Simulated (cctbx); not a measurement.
# Diagnosing a refinement

Cell a = 3.3980 Å, b = 3.3980 Å, c = 6.2660 Å, α = 90.00°, β = 90.00°, γ = 90.00°; space group P4/mmm (no. 123). The compound is MnPb2.

Simulated single-crystal data (cctbx): synchrotron X-rays, λ = 0.4959 Å, to d = 0.84 Å, 95 % of the full sphere, strongest reflection 5000 counts, noise from counting, a 6 % proportional error and a noise floor of 15 counts (s.d.); no absorption.

An anisotropic refinement with weights 1/σ² prints:

```text
Rint 0.056, 59 unique reflections to 0.84 A
cycle     R1     wR2    GooF  max shift (A)
   1  0.0168  0.0339   1.165   0.00019
   2  0.0126  0.0279   0.961   0.00000
final R1 0.0126 wR2 0.0279 GooF 0.961  parameters 5  data/parameter 11.8
atom        x        y        z      Ueq    occ   su(xyz)  su(Uiso or U11)
Pb1    0.50000  0.50000  0.72247   0.0114  1.000  0.00008  0.0003
Mn1    0.00000  0.00000  0.00000   0.0135  1.000  0.00000  0.0011
difference map: max 1.11 min -1.28 rms 0.34
Q1    0.0000  0.0000  0.2532    2    1.15  1.59 A from Mn1
Q2    0.1327  0.1327  0.5000    4    1.06  2.25 A from Pb1
Q3    0.0000  0.5000  0.0000    2    0.92  1.70 A from Mn1
Q4    0.2151  0.2151  0.0000    4    0.85  1.03 A from Mn1
Q5    0.5000  0.5000  0.0000    1    0.80  1.74 A from Pb1
Q6    0.1795  0.5000  0.5000    4    0.75  1.77 A from Pb1
```

Q: Accept it or mend it, and why?

It can stand. The set-up had a fault (dispersion terms of the wrong wavelength (1.54184 Å)), but the figures of merit move little: R1 = 0.0126, wR2 = 0.0279, GooF = 0.96 against R1 = 0.0123, wR2 = 0.0277, GooF = 0.95 for the right model.

The compound is MnPb2. The right model at the same level gives:

```text
Rint 0.056, 59 unique reflections to 0.84 A
cycle     R1     wR2    GooF  max shift (A)
   1  0.0139  0.0305   1.048   0.00019
   2  0.0123  0.0277   0.952   0.00000
final R1 0.0123 wR2 0.0277 GooF 0.952  parameters 5  data/parameter 11.8
atom        x        y        z      Ueq    occ   su(xyz)  su(Uiso or U11)
Pb1    0.50000  0.50000  0.72247   0.0123  1.000  0.00008  0.0003
Mn1    0.00000  0.00000  0.00000   0.0131  1.000  0.00000  0.0011
difference map: max 1.14 min -1.34 rms 0.35
Q1    0.0000  0.0000  0.2515    2    1.18  1.58 A from Mn1
Q2    0.1345  0.1345  0.5000    4    1.09  2.24 A from Pb1
Q3    0.0000  0.5000  0.0000    2    0.93  1.70 A from Mn1
Q4    0.2127  0.2127  0.0000    4    0.88  1.02 A from Mn1
Q5    0.5000  0.5000  0.0000    1    0.87  1.74 A from Pb1
Q6    0.1802  0.5000  0.5000    4    0.76  1.77 A from Pb1
```

The model was made for the exercise: a known structure type with other elements put in, its volume estimated, not relaxed; displacement parameters are assumed.

[Middle refinement cycles are left out of these outputs.]

[Logs are printed without paths, hosts, clocks, repeated set-up lines and the standing remarks that a program may print on its own settings, such as how far it seeks lower states.]
